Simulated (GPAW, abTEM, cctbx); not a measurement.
# Ir2Rh: the scripts behind a bonding study

Short scripts, each with its output. The cell comes from substitution in a known structure type and wasn't matched to any measured phase.

## Step 1: Build the all-electron density and subtract free atoms

```text
cell
1.0
     1.930744045    1.931950780    0.000000000
     1.930744045   -1.931950780    0.000000000
    -1.930744045    0.000000000   -5.776517860
Ir Rh
2 1
Direct
0.331633910 0.331633910 0.663267820
0.668366090 0.668366090 0.336732180
0.000000000 0.000000000 0.000000000
```

```python
import numpy as np
from ase.io import read
from ase.units import Bohr
from gpaw import GPAW, PW, FermiDirac
from gpaw.calculator import GPAW as OldGPAW
from gpaw.mpi import serial_comm, world
from scipy.special import erfc
from scipy.spatial import cKDTree

atoms = read("cell.vasp")
atoms.calc = GPAW(mode=PW(450), xc="PBE", kpts={"size": (9, 9, 9), "gamma": True},
                 occupations=FermiDirac(0.1), maxiter=120, symmetry={"tolerance": 1e-5}, txt="scf.txt")
atoms.get_potential_energy()
rho = atoms.calc.get_all_electron_density(gridrefinement=2)
moments = atoms.get_magnetic_moments() if atoms.calc.get_number_of_spins() == 2 else np.zeros(len(atoms))
total = atoms.get_magnetic_moment() if moments.any() else 0.0
if world.rank == 0:
    free = OldGPAW(mode=PW(450), xc="PBE", txt=None, communicator=serial_comm)
    neutral = atoms.copy()
    neutral.set_initial_magnetic_moments(None)
    free.initialize(neutral)
    free.set_positions(neutral)
    drho = rho - free.get_all_electron_density(gridrefinement=2)
    # GPAW starts from confined atoms: exchange their smooth part for that of the datasets' free atoms
    h = np.stack(np.meshgrid(*[np.fft.fftfreq(n, 1 / n) for n in drho.shape], indexing="ij"), -1)
    gabs = np.linalg.norm(h @ atoms.cell.reciprocal(), axis=-1)
    tails = np.fft.fftn(free.get_pseudo_density(gridrefinement=2))
    g, form, v0 = np.linspace(0, gabs.max(), 1500), {}, 0
    for e in set(atoms.symbols):
        idx = atoms.symbols.search(e)
        d = free.setups[idx[0]].data
        r, w = d.rgd.r_g * Bohr, d.rgd.r_g**2 * d.rgd.dr_g
        j0 = np.sinc(2 * g[:, None] * r)
        smooth = sum(f * p**2 for f, p in zip(d.f_j, d.phit_jg)) + np.sqrt(4 * np.pi) * d.nct_g
        full = sum(f * p**2 for f, p in zip(d.f_j, d.phi_jg)) + np.sqrt(4 * np.pi) * d.nc_g
        phase = sum(np.exp(-2j * np.pi * h @ s) for s in atoms.get_scaled_positions()[idx])
        tails -= np.interp(gabs, g, j0 @ (smooth * w)) * phase * drho.size / atoms.get_volume()
        form[e] = j0 @ (full * w)
        v0 += 2 * np.pi / 3 * 14.3996 * (full * w * r**2).sum() * len(idx)  # V A^3
    tails *= 0.5 * erfc((gabs - 1.8) / 0.25)  # the tails differ at long wavelengths alone
    drho += np.fft.ifftn(tails).real  # crystal minus superposed spherical free atoms
    np.save("drho.npy", drho)
    dv = atoms.get_volume() / drho.size
    print("grid", drho.shape, " electrons %.3f" % (rho.sum() * dv), " moved by bonding %.3f e" % (abs(drho).sum() * dv / 2))
    pts = np.indices(drho.shape).reshape(3, -1).T / drho.shape @ atoms.cell
    shifts = (np.indices((3, 3, 3)).reshape(3, -1).T - 1) @ atoms.cell
    images = (atoms.positions[None] + shifts[:, None]).reshape(-1, 3)
    dist, idx = cKDTree(images).query(pts, k=4)
    out = drho.ravel()[dist[:, 0] > 0.5]
    print("deformation density beyond 0.5 A of the nuclei: max %.3f, min %.3f e/A^3" % (out.max(), out.min()))
    tie = dist < dist[:, :1] + 1e-4
    q = -np.bincount((idx % len(atoms))[tie], (drho.ravel()[:, None] / tie.sum(1, keepdims=True) * tie)[tie], len(atoms)) * dv
    print("atom        x       y       z   Voronoi charge  moment")
    for a, s, c, m in zip(atoms, atoms.get_scaled_positions(), q, moments):
        print("%-2s%-3d %7.4f %7.4f %7.4f %10.3f %10.2f" % (a.symbol, a.index + 1, *s, c, m))
    np.savez("free.npz", g=g, **form)
    print("mean inner potential of superposed free atoms %.3f V" % (v0 / atoms.get_volume()))
    print("total magnetic moment %.3f muB" % total)
```

```console
$ OMP_NUM_THREADS=1 mpirun -n 4 gpaw python run.py > gpaw.log
```

```text
gpts.py:43: UserWarning: Initial realspace grid (14,14,30) inconsistent with symmetries.
gpts.py:43: UserWarning: Initial realspace grid (14,14,30) inconsistent with symmetries.
gpts.py:43: UserWarning: Initial realspace grid (14,14,30) inconsistent with symmetries.
gpts.py:43: UserWarning: Initial realspace grid (14,14,30) inconsistent with symmetries.
gpts.py:70: UserWarning: Using symmetrized grid: (30,30,30).
gpts.py:70: UserWarning: Using symmetrized grid: (30,30,30).
gpts.py:70: UserWarning: Using symmetrized grid: (30,30,30).
gpts.py:70: UserWarning: Using symmetrized grid: (30,30,30).
grid (60, 60, 60)  electrons 199.000  moved by bonding 0.689 e
deformation density beyond 0.5 A of the nuclei: max 0.167, min -0.284 e/A^3
atom        x       y       z   Voronoi charge  moment
Ir1    0.3316  0.3316  0.6633     -0.019       0.00
Ir2    0.6684  0.6684  0.3367     -0.019       0.00
Rh3    0.0000  0.0000  0.0000      0.037       0.00
mean inner potential of superposed free atoms 35.703 V
total magnetic moment 0.000 muB
```

Time: 66 s on 4 cores of Arm Neoverse V1 (shared host), peak memory 1 GiB.

## Step 2: Fourier-transform the difference

```python
from cctbx import adptbx, crystal, miller, xray
from cctbx.eltbx import tiny_pse
import numpy as np

cs = crystal.symmetry(unit_cell=(3.8615, 3.8639, 11.553, 90, 90, 90), space_group_symbol='Hall: -F 2 2')  # Fmmm
atoms = [  # label, site, U (iso, or U11 U22 U33 U12 U13 U23 in A^2), occupancy
    ("Ir1", (0.5, 0, 0.16837), 0.0000, 1),
    ("Rh1", (0, 0, 0), 0.0000, 1),
]
xs = xray.structure(crystal_symmetry=cs)
for label, site, u, occ in atoms:
    u = adptbx.u_cif_as_u_star(cs.unit_cell(), u) if isinstance(u, tuple) else u
    xs.add_scatterer(xray.scatterer(label, site=site, u=u, occupancy=occ))
xs.scattering_type_registry(table="wk1995")
drho = np.load("drho.npy")
T = np.array([[1, 1, 0], [1, -1, 0], [-1, -1, -2]])  # conventional axes in terms of the primitive ones
dF = np.fft.ifftn(drho) * 172.37603  # electrons a conventional cell, indexed by primitive hkl
ms = miller.build_set(cs, anomalous_flag=False, d_min=0.9).sort("resolution")
iam = ms.structure_factors_from_scatterers(xs, algorithm="direct").f_calc()
p1 = xs.expand_to_p1()
z = np.array([tiny_pse.table(sc.scattering_type).atomic_number() for sc in p1.scatterers()])
x = np.array(p1.sites_frac())
free = np.load("free.npz")
print("static structure factors of the conventional cell: F in electrons, V (Mott-Bethe) in volts")
print("   h  k  l      d  |F| table  |F| free   |F| DFT   change   |V| free  |V| DFT  change %")
for h, d, table in list(zip(ms.indices(), ms.d_spacings().data(), iam.data()))[:16]:
    df = dF[tuple(np.rint(np.linalg.solve(T, h)).astype(int))]
    phase = np.exp(2j * np.pi * x @ h)
    f = sum(np.interp(1 / d, free["g"], free[sc.scattering_type]) * p for sc, p in zip(p1.scatterers(), phase))
    fz = (z * phase).sum()
    c = 14.3996 * d * d / (np.pi * cs.unit_cell().volume())
    v0, v1 = abs(fz - f) * c, abs(fz - f - df) * c
    print("%4d%3d%3d %7.4f %9.3f %9.3f %9.3f %8.3f %9.3f %8.3f %8s" % (h + (d, abs(table), abs(f), abs(f + df), abs(f + df) - abs(f), v0, v1, "%.1f" % (100 * (v1 / v0 - 1)) if v0 > 0.02 else "-")))
```

```console
$ python run.py
```

```text
static structure factors of the conventional cell: F in electrons, V (Mott-Bethe) in volts
   h  k  l      d  |F| table  |F| free   |F| DFT   change   |V| free  |V| DFT  change %
   0  0  2  5.7765   135.929   135.998   136.156    0.158     2.972    2.832     -4.7
   0  0  4  2.8883    98.341    98.392    98.759    0.367     1.441    1.359     -5.7
   1  1  1  2.6581   112.442   112.439   112.892    0.452     1.847    1.762     -4.6
   1  1  3  2.2279   644.935   644.109   642.799   -1.310    20.005   20.177      0.9
   0  2  0  1.9319   616.982   616.244   615.010   -1.234    17.840   17.963      0.7
   2  0  0  1.9307   616.853   616.116   614.881   -1.235    17.831   17.953      0.7
   0  0  6  1.9255   615.286   614.552   613.413   -1.139    17.763   17.875      0.6
   0  2  2  1.8322   119.405   119.196   119.436    0.240     1.799    1.777     -1.2
   2  0  2  1.8312   119.391   119.182   119.421    0.239     1.798    1.777     -1.2
   1  1  5  1.7641   131.246   131.013   131.259    0.246     2.075    2.055     -1.0
   0  2  4  1.6058    90.311    90.098    90.206    0.108     1.014    1.007     -0.7
   2  0  4  1.6051    90.303    90.090    90.198    0.108     1.014    1.006     -0.7
   0  0  8  1.4441   136.010   135.722   135.818    0.096     2.039    2.034     -0.3
   1  1  7  1.4126    75.077    74.833    74.893    0.060     0.657    0.653     -0.5
   2  2  0  1.3657   537.719   537.487   537.494    0.007    12.820   12.820     -0.0
   0  2  6  1.3638   536.504   536.273   536.223   -0.051    12.783   12.785      0.0
```

Time: 0.3 s on 1 core of Arm Neoverse V1 (shared host), peak memory 0.08 GiB.

## Step 3: Propagate a plane wave with and without the bonding term

```python
import abtem
import numpy as np
from ase.build import make_supercell
from ase.io import read

abtem.config.set({"dask.lazy": False, "fft": "fftw", "diagnostics.progress_bar": False})
M = [[1, -1, 0], [-1, -1, -2], [1, 1, 0]]  # rows: x, y and beam direction in the primitive cell's axes
unit = make_supercell(read("cell.vasp"), M)
unit.set_cell(list(unit.cell.lengths()) + [90, 90, 90], scale_atoms=True)
unit.positions[:, 2] += 0.4827  # keeps atomic planes off the slice boundaries
unit.wrap()
slab = unit * (2, 2, 156)
print(slab.get_chemical_formula(), "| box %.2f x %.2f x %.2f A" % tuple(slab.cell.lengths()))

# change of the potential by bonding, from the DFT deformation density (Poisson's equation term by term)
drho = np.load("drho.npy")
prim = read("cell.vasp")
h = np.stack(np.meshgrid(*[np.fft.fftfreq(n, 1 / n) for n in drho.shape], indexing="ij"), -1).reshape(-1, 3).astype(int)
g2 = ((h @ prim.cell.reciprocal()) ** 2).sum(1)
keep = (g2 > 0) & (g2 < 2.5**2)
shape = (111, 331, 24)
vg = np.zeros(shape, complex)
hm = h[keep] @ np.array(M).T
move = np.exp(-2j * np.pi * hm[:, 2] * (0.4827 / unit.cell[2, 2] - 0.5 / shape[2]))  # the same shift, sampled at mid-points
vg[tuple(hm.T % np.array(shape)[:, None])] = -14.3996 / np.pi * (np.fft.fftn(drho).ravel() / drho.size)[keep] / g2[keep] * move
dV = np.fft.ifftn(vg).real * vg.size
dV = dV.reshape(111, 331, 4, 6).mean(3) * unit.cell[2, 2] / 4  # V A, projected in each slice
dV = np.tile(dV.transpose(2, 0, 1), (156, 2, 2))


def build(atoms):
    p = abtem.Potential(atoms, gpts=(222, 662), slice_thickness=[slab.cell[2, 2] / 624] * 624,
                        parametrization="lobato", projection="infinite", exit_planes=52).build()
    p.array[:] += BONDING * dV
    return p


sigmas = {'Ir': 0.066, 'Rh': 0.073}  # r.m.s. displacement along each axis, A
u = np.array([sigmas[s] for s in slab.symbols])[:, None]
rng = np.random.default_rng(704)


def potentials():
    for _ in range(3):  # frozen phonons, one configuration at a time
        atoms = slab.copy()
        atoms.positions += u * rng.standard_normal((len(atoms), 3))
        atoms.wrap()
        yield build(atoms)


for label, BONDING in (("IAM", 0.0), ("DFT", 1.0)):
    print("=====", label)
    rng = np.random.default_rng(704)  # the same displacements for both
    potential = build(slab)
    print("grid", potential.gpts, "slices", potential.num_slices)
    thickness = potential.exit_thicknesses
    wave = abtem.PlaneWave(energy=300000)
    dp = np.mean([wave.multislice(p).diffraction_patterns(max_angle="valid").array for p in potentials()], axis=0)
    hkl = [(0, 0, 0), (0, 0, 2), (0, 2, 0), (0, 2, 2)]
    nx, ny = dp.shape[-2:]
    print("intensity of each beam, fraction of the incident wave")
    print("  t (A)" + "".join("%9s" % " ".join(map(str, h)) for h in hkl) + "  diffuse    total")
    grid = np.zeros((nx, ny), bool)
    grid[nx // 2 % 2::2, ny // 2 % 2::2] = True
    for t, a in list(zip(thickness, dp))[1:]:
        idx = [np.rint(np.array(M) @ np.linalg.solve([[1, 1, 0], [1, -1, 0], [-1, -1, -2]], h)).astype(int) for h in hkl]
        print("%7.1f" % t + "".join("%9.5f" % a[nx // 2 + i[0] * 2, ny // 2 + i[1] * 2] for i in idx) + "%9.4f%9.4f" % (a[~grid].sum(), a.sum()))
```

```console
$ python run.py
```

```text
Ir4992Rh2496 | box 7.73 x 23.11 x 602.39 A
===== IAM
grid (222, 662) slices 624
intensity of each beam, fraction of the incident wave
  t (A)    0 0 0    0 0 2    0 2 0    0 2 2  diffuse    total
   50.2  0.65062  0.00413  0.01176  0.00267   0.1083   0.9878
  100.4  0.63898  0.00266  0.00562  0.00021   0.1640   0.9794
  150.6  0.48835  0.01125  0.00125  0.00203   0.2239   0.9696
  200.8  0.46229  0.01358  0.00023  0.00174   0.2683   0.9597
  251.0  0.40054  0.02449  0.00301  0.00164   0.3068   0.9502
  301.2  0.36066  0.02681  0.00487  0.00183   0.3292   0.9420
  351.4  0.30089  0.03477  0.00418  0.00105   0.3514   0.9331
  401.6  0.24842  0.03555  0.00209  0.00054   0.3776   0.9229
  451.8  0.20387  0.04104  0.00028  0.00008   0.4074   0.9118
  502.0  0.17649  0.04257  0.00033  0.00030   0.4306   0.9012
  552.2  0.14948  0.04321  0.00120  0.00118   0.4481   0.8910
  602.4  0.12651  0.04156  0.00151  0.00208   0.4617   0.8811
===== DFT
grid (222, 662) slices 624
intensity of each beam, fraction of the incident wave
  t (A)    0 0 0    0 0 2    0 2 0    0 2 2  diffuse    total
   50.2  0.65020  0.00397  0.01154  0.00267   0.1084   0.9878
  100.4  0.63620  0.00204  0.00583  0.00022   0.1646   0.9793
  150.6  0.48874  0.00982  0.00095  0.00202   0.2257   0.9694
  200.8  0.46354  0.01132  0.00020  0.00175   0.2702   0.9594
  251.0  0.40797  0.02120  0.00314  0.00155   0.3084   0.9500
  301.2  0.36826  0.02294  0.00522  0.00170   0.3302   0.9418
  351.4  0.31041  0.03002  0.00430  0.00089   0.3522   0.9330
  401.6  0.25697  0.03073  0.00211  0.00040   0.3786   0.9227
  451.8  0.21430  0.03575  0.00025  0.00008   0.4082   0.9117
  502.0  0.18715  0.03766  0.00036  0.00031   0.4308   0.9011
  552.2  0.16069  0.03848  0.00132  0.00117   0.4476   0.8910
  602.4  0.13610  0.03749  0.00170  0.00198   0.4609   0.8812
```

Time: 3.2 min.

## Step 4: Rock the beam across one reflection

```python
import abtem
import numpy as np
from ase.build import make_supercell
from ase.io import read

abtem.config.set({"dask.lazy": False, "fft": "fftw", "diagnostics.progress_bar": False})
M = [[1, -1, 0], [-1, -1, -2], [1, 1, 0]]  # rows: x, y and beam direction in the primitive cell's axes
unit = make_supercell(read("cell.vasp"), M)
unit.set_cell(list(unit.cell.lengths()) + [90, 90, 90], scale_atoms=True)
unit.positions[:, 2] += 0.9654  # keeps atomic planes off the slice boundaries
unit.wrap()
slab = unit * (1, 1, 180)
print(slab.get_chemical_formula(), "| box %.2f x %.2f x %.2f A" % tuple(slab.cell.lengths()))

# change of the potential by bonding, from the DFT deformation density (Poisson's equation term by term)
drho = np.load("drho.npy")
prim = read("cell.vasp")
h = np.stack(np.meshgrid(*[np.fft.fftfreq(n, 1 / n) for n in drho.shape], indexing="ij"), -1).reshape(-1, 3).astype(int)
g2 = ((h @ prim.cell.reciprocal()) ** 2).sum(1)
keep = (g2 > 0) & (g2 < 2.5**2)
shape = (86, 257, 24)
vg = np.zeros(shape, complex)
hm = h[keep] @ np.array(M).T
move = np.exp(-2j * np.pi * hm[:, 2] * (0.9654 / unit.cell[2, 2] - 0.5 / shape[2]))  # the same shift, sampled at mid-points
vg[tuple(hm.T % np.array(shape)[:, None])] = -14.3996 / np.pi * (np.fft.fftn(drho).ravel() / drho.size)[keep] / g2[keep] * move
dV = np.fft.ifftn(vg).real * vg.size
dV = dV.reshape(86, 257, 2, 12).mean(3) * unit.cell[2, 2] / 2  # V A, projected in each slice
dV = np.tile(dV.transpose(2, 0, 1), (180, 1, 1))


def build(atoms):
    p = abtem.Potential(atoms, gpts=(86, 257), slice_thickness=[slab.cell[2, 2] / 360] * 360,
                        parametrization="lobato", projection="infinite", exit_planes=90).build()
    p.array[:] += BONDING * dV
    return p


def potentials():
    yield build(slab)  # atoms at rest


for label, BONDING in (("IAM", 0.0), ("DFT", 1.0)):
    print("=====", label)
    potential = build(slab)
    print("grid", potential.gpts, "slices", potential.num_slices)
    thickness = potential.exit_thicknesses
    h = np.array(M) @ np.linalg.solve(np.array([[1, 1, 0], [1, -1, 0], [-1, -1, -2]]), [0, 0, 2])
    ix, iy = round(h[0]) * 1, round(h[1]) * 1
    gxy = h[:2] / unit.cell.lengths()[:2]
    along = gxy / np.hypot(*gxy)
    across = np.array([-along[1], along[0]])
    bragg = 500 * abtem.PlaneWave(energy=300000).wavelength * np.hypot(*gxy)
    print("Bragg angle %.3f mrad; beam tilted 37 mrad off the zone axis across the row" % bragg)
    print("dark-field intensity of 0 0 2 against tilt along the row, in Bragg angles")
    print("  t (A)" + "".join("%8.2f" % s for s in [0.2, 0.4, 0.6, 0.8, 1.0, 1.2, 1.4, 1.6, 1.8, 2.0, 2.2, 2.4, 2.6]))
    rows = []
    row = [(n * ix, n * iy) for n in range(-8, 9)]
    for s in [0.2, 0.4, 0.6, 0.8, 1.0, 1.2, 1.4, 1.6, 1.8, 2.0, 2.2, 2.4, 2.6]:
        tilt = -s * bragg * along + 37 * across
        dp = abtem.PlaneWave(energy=300000, tilt=tuple(tilt)).multislice(potential).diffraction_patterns(max_angle="valid").array
        rows.append(dp[:, dp.shape[1] // 2 + ix, dp.shape[2] // 2 + iy])
        if s == 1.0:
            cx, cy = dp.shape[1] // 2, dp.shape[2] // 2
            share = sum(dp[:, cx + i, cy + j] for i, j in row if abs(i) < cx and abs(j) < cy) / dp.sum(axis=(1, 2))
            total = dp.sum(axis=(1, 2))
    for t, a in list(zip(thickness, np.array(rows).T))[1:]:
        print("%7.1f" % t + "".join("%8.4f" % v for v in a))
    print("at the Bragg tilt, share in the row:", share[1:].round(3).tolist(), "total:", total[1:].round(3).tolist())
```

```console
$ python run.py
```

```text
Ir1440Rh720 | box 3.86 x 11.55 x 695.07 A
===== IAM
grid (86, 257) slices 360
Bragg angle 1.704 mrad; beam tilted 37 mrad off the zone axis across the row
dark-field intensity of 0 0 2 against tilt along the row, in Bragg angles
  t (A)    0.20    0.40    0.60    0.80    1.00    1.20    1.40    1.60    1.80    2.00    2.20    2.40    2.60
  173.8  0.0259  0.0293  0.0317  0.0329  0.0332  0.0329  0.0317  0.0293  0.0260  0.0222  0.0185  0.0152  0.0127
  347.5  0.0205  0.0246  0.0293  0.0333  0.0352  0.0333  0.0294  0.0246  0.0205  0.0179  0.0202  0.0241  0.0271
  521.3  0.0239  0.0063  0.0114  0.0431  0.0657  0.0431  0.0114  0.0063  0.0239  0.0362  0.0301  0.0146  0.0053
  695.1  0.0210  0.0585  0.0363  0.0498  0.1282  0.0499  0.0362  0.0584  0.0211  0.0159  0.0227  0.0166  0.0379
at the Bragg tilt, share in the row: [0.5170000195503235, 0.3190000057220459, 0.29600000381469727, 0.328000009059906] total: [0.9789999723434448, 0.9580000042915344, 0.9369999766349792, 0.9049999713897705]
===== DFT
grid (86, 257) slices 360
Bragg angle 1.704 mrad; beam tilted 37 mrad off the zone axis across the row
dark-field intensity of 0 0 2 against tilt along the row, in Bragg angles
  t (A)    0.20    0.40    0.60    0.80    1.00    1.20    1.40    1.60    1.80    2.00    2.20    2.40    2.60
  173.8  0.0301  0.0339  0.0367  0.0381  0.0385  0.0381  0.0367  0.0339  0.0301  0.0258  0.0215  0.0175  0.0144
  347.5  0.0175  0.0208  0.0250  0.0288  0.0306  0.0288  0.0251  0.0208  0.0175  0.0157  0.0189  0.0237  0.0278
  521.3  0.0236  0.0072  0.0115  0.0408  0.0622  0.0408  0.0115  0.0072  0.0236  0.0346  0.0290  0.0145  0.0068
  695.1  0.0231  0.0630  0.0409  0.0479  0.1215  0.0480  0.0407  0.0629  0.0232  0.0169  0.0218  0.0138  0.0324
at the Bragg tilt, share in the row: [0.5189999938011169, 0.32600000500679016, 0.30000001192092896, 0.32499998807907104] total: [0.9779999852180481, 0.9580000042915344, 0.9369999766349792, 0.9039999842643738]
```

Time: 46 s.

[Outputs are excerpts: Python notices, other lines and further rows are left out; steps that failed or that the build refused (PBEsol, TPSS) are not shown.]

[Logs are printed without paths, hosts, clocks, repeated set-up lines and the standing remarks that a program may print on its own settings, such as how far it seeks lower states.]
